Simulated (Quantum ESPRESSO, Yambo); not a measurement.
# AlN (P6_3mc): G0W0 in Yambo against the screening cutoff

Aim: move the screening cutoff of a G0W0 run on AlN (P6_3mc) over a wide range.

Calculated with Yambo 5.3.0; PBE and many-body steps on it, plane waves.

This is a report of a sequence of runs, with most program output left out.

The database entry behind the starting cell differs from later determinations by our own check (inner coordinate u about 0.002 short), so it need not match the best structure at ambient conditions.

## Step 1: The starting structure

Symmetry: P6_3mc, No. 186, hexagonal system. Conventional cell: a = 3.113 Å, b = 3.113 Å, c = 4.981 Å, α = 90.00°, β = 90.00°, γ = 120.00°. Al has 4 N at 1.89 Å nearest. Nearest to N lie 4 Al at 1.89 Å. Farther neighbours and most contacts between anions are not listed.

Structure file:

```cif
data_structure
_symmetry_space_group_name_H-M 'P6_3mc'
_symmetry_Int_Tables_number 186
_cell_length_a 3.1130
_cell_length_b 3.1130
_cell_length_c 4.9810
_cell_angle_alpha 90.000
_cell_angle_beta 90.000
_cell_angle_gamma 120.000
_cell_volume 41.80
loop_
_atom_site_label
_atom_site_type_symbol
_atom_site_symmetry_multiplicity
_atom_site_Wyckoff_symbol
_atom_site_fract_x
_atom_site_fract_y
_atom_site_fract_z
_atom_site_occupancy
Al1 Al 2 b 0.33333 0.66667 0.00000 1
N1 N 2 b 0.33333 0.66667 0.38000 1
```

The cell and positions come from the Crystallography Open Database and are kept as given unless a step says otherwise.

## Step 2: 3.25 Ha

This step: Yambo 5.3.0; G0W0 on PBE, plane waves, norm-conserving pseudopotentials.

Now the one-shot GW correction: screening in the RPA, then the self-energy of the levels asked for.

Contents of gw7.in:

```
HF_and_locXC
gw0
dyson
ppa
em1d
rim_cut
RandQpts= 1000000
RandGvec= 1 RL
EXXRLvcs= 72 Ry
VXCRLvcs= 288 Ry
Chimod= "HARTREE"
% BndsRnXp
 1 | 132 |
%
NGsBlkXp= 6.5 Ry
% LongDrXp
 1 | 1 | 1 |
%
% GbndRnge
 1 | 132 |
%
DysSolver= "n"
ExtendOut
PPAPntXp= 27.21138 eV
% QPkrange
 1 | 1 | 7 | 10 |
%
```

On the command line:

```console
OMP_NUM_THREADS=1 mpirun -n 4 yambo -F gw7.in -J gw7 -C gw7 > gw7.log
```

It took 19 s on 4 MPI ranks of Arm Neoverse V1, shared host; peak memory 1.4 GiB; 74 s of CPU time.

Numbers from this step:

* G0W0 gap on the points computed: 5.366 eV
* starting gap on the mesh: 4.221 eV
* k of the valence top: 0, 0, 0
* k of the conduction bottom: 0, 0, 0
* least direct G0W0 gap on the computed points: 5.366 eV
* Z at the valence top: 0.8003
* Z at the conduction bottom: 0.8254

The gap on the mesh goes from 4.22 eV to 5.37 eV, a correction of +1.15 eV.

## Step 3: 5.25 Ha

Contents of gw8.in:

```
HF_and_locXC
gw0
dyson
ppa
em1d
rim_cut
RandQpts= 1000000
RandGvec= 1 RL
EXXRLvcs= 72 Ry
VXCRLvcs= 288 Ry
Chimod= "HARTREE"
% BndsRnXp
 1 | 132 |
%
NGsBlkXp= 10.5 Ry
% LongDrXp
 1 | 1 | 1 |
%
% GbndRnge
 1 | 132 |
%
DysSolver= "n"
ExtendOut
PPAPntXp= 27.21138 eV
% QPkrange
 1 | 1 | 7 | 10 |
%
```

On the command line:

```console
OMP_NUM_THREADS=1 mpirun -n 4 yambo -F gw8.in -J gw8 -C gw8 > gw8.log
```

Run time: 25 s. Hardware: 4 MPI ranks; peak memory 1.4 GiB.

This step gave:

```yaml
g0w0_gap_on_the_points_computed: 5.527 eV
starting_gap_on_the_mesh: 4.221 eV
k_of_the_valence_top: 0, 0, 0
k_of_the_conduction_bottom: 0, 0, 0
least_direct_g0w0_gap_on_the_computed_points: 5.527 eV
z_at_the_valence_top: 0.7956
z_at_the_conduction_bottom: 0.8214
```

Against the run before, the gap moves by +0.161 eV.

## Step 4: 10.5 Ha

Contents of gw9.in:

```
HF_and_locXC
gw0
dyson
ppa
em1d
rim_cut
RandQpts= 1000000
RandGvec= 1 RL
EXXRLvcs= 72 Ry
VXCRLvcs= 288 Ry
Chimod= "HARTREE"
% BndsRnXp
 1 | 132 |
%
NGsBlkXp= 21 Ry
% LongDrXp
 1 | 1 | 1 |
%
% GbndRnge
 1 | 132 |
%
DysSolver= "n"
ExtendOut
PPAPntXp= 27.21138 eV
% QPkrange
 1 | 1 | 7 | 10 |
%
```

On the command line:

```console
OMP_NUM_THREADS=1 mpirun -n 4 yambo -F gw9.in -J gw9 -C gw9 > gw9.log
```

Wall time 1.9 min (4 MPI ranks); peak memory 1.4 GiB.

This step gave:

```
G0W0 gap on the points computed              : 5.555 eV
starting gap on the mesh                     : 4.221 eV
k of the valence top                         : 0, 0, 0
k of the conduction bottom                   : 0, 0, 0
least direct G0W0 gap on the computed points : 5.555 eV
```

Against the run before, the gap moves by +0.027 eV.

## Step 5: 13 Ha

Contents of gw10.in:

```
HF_and_locXC
gw0
dyson
ppa
em1d
rim_cut
RandQpts= 1000000
RandGvec= 1 RL
EXXRLvcs= 72 Ry
VXCRLvcs= 288 Ry
Chimod= "HARTREE"
% BndsRnXp
 1 | 132 |
%
NGsBlkXp= 26 Ry
% LongDrXp
 1 | 1 | 1 |
%
% GbndRnge
 1 | 132 |
%
DysSolver= "n"
ExtendOut
PPAPntXp= 27.21138 eV
% QPkrange
 1 | 1 | 7 | 10 |
%
```

On the command line:

```console
OMP_NUM_THREADS=1 mpirun -n 4 yambo -F gw10.in -J gw10 -C gw10 > gw10.log
```

The job ended after 3.3 min (4 MPI ranks; peak memory 1.4 GiB; 13 min of CPU time).

Numbers from this step:

```yaml
g0w0_gap_on_the_points_computed: 5.555 eV
starting_gap_on_the_mesh: 4.221 eV
k_of_the_valence_top: 0, 0, 0
k_of_the_conduction_bottom: 0, 0, 0
least_direct_g0w0_gap_on_the_computed_points: 5.555 eV
```

Against the run before, the gap moves by +0.0001 eV.

## Step 6: 16.25 Ha

Contents of gw11.in:

```
HF_and_locXC
gw0
dyson
ppa
em1d
rim_cut
RandQpts= 1000000
RandGvec= 1 RL
EXXRLvcs= 72 Ry
VXCRLvcs= 288 Ry
Chimod= "HARTREE"
% BndsRnXp
 1 | 132 |
%
NGsBlkXp= 32.5 Ry
% LongDrXp
 1 | 1 | 1 |
%
% GbndRnge
 1 | 132 |
%
DysSolver= "n"
ExtendOut
PPAPntXp= 27.21138 eV
% QPkrange
 1 | 1 | 7 | 10 |
%
```

On the command line:

```console
OMP_NUM_THREADS=1 mpirun -n 4 yambo -F gw11.in -J gw11 -C gw11 > gw11.log
```

Elapsed: 5.7 min, on 4 MPI ranks; peak memory 1.5 GiB; 23 min of CPU time.

This step gave:

```yaml
g0w0_gap_on_the_points_computed: 5.556 eV
starting_gap_on_the_mesh: 4.221 eV
k_of_the_valence_top: 0, 0, 0
k_of_the_conduction_bottom: 0, 0, 0
least_direct_g0w0_gap_on_the_computed_points: 5.556 eV
```

Against the run before, the gap moves by +0.001 eV.

## Step 7: The runs together

Times are wall times on 4 MPI ranks of Arm Neoverse V1, shared host, good to a factor of about two.

| run | mesh | bands | screening cutoff (eV) | DFT gap (eV) | gap on the mesh (eV) | direct (eV) | time |
| --- | --- | --- | --- | --- | --- | --- | --- |
| 3.25 Ha | 3×3×4 | 132 | 88.4 | 4.221 | 5.366 | 5.366 | 19 s |
| 5.25 Ha | 3×3×4 | 132 | 142.9 | 4.221 | 5.527 | 5.527 | 25 s |
| 10.5 Ha | 3×3×4 | 132 | 285.7 | 4.221 | 5.555 | 5.555 | 1.9 min |
| 13 Ha | 3×3×4 | 132 | 353.7 | 4.221 | 5.555 | 5.555 | 3.3 min |
| 16.25 Ha | 3×3×4 | 132 | 442.2 | 4.221 | 5.556 | 5.556 | 5.7 min |

## Step 8: Outcome

| Property | Result |
| --- | --- |
| 3.25 Ha | 5.366 eV |
| 5.25 Ha | 5.527 eV |
| 10.5 Ha | 5.555 eV |
| 13 Ha | 5.555 eV |
| 16.25 Ha | 5.556 eV |
| known limits | not at the basis limit; coarse k mesh |

**Reading.** The setting moved: screening cutoff. From 3.25 Ha to 16.25 Ha the gap moves by +0.19 eV, for 18 times the time. It holds to 0.03 eV from 5.25 Ha on. Bands and screening cutoff are coupled, so a series along one setting does not show full convergence. Bands and cutoff are finite, so the gap is not at the basis limit. The miss can reach some tenths of an eV and take either sign; the mesh is an error of its own. In the G0W0 runs levels were corrected at 1 k point alone, so a gap called «on the mesh» is the least over those, and an edge elsewhere would be missed. The 3×3×4 mesh is coarse for this cell, which bears on the long-range parts of exchange and screening.

[Paths, hosts, dates, memory and timing lines, banners, echoed tables and standing remarks are left out of the program output.]

[Logs are printed without paths, hosts, clocks, repeated set-up lines and the standing remarks that a program may print on its own settings, such as how far it seeks lower states.]

[Runs of the session that timed out or met a known fault of the program may be left out.]

[Hosts, paths, dates, database ids (printed as entryN), source tags and the programs' standing remarks are cut or masked in the printed files.]
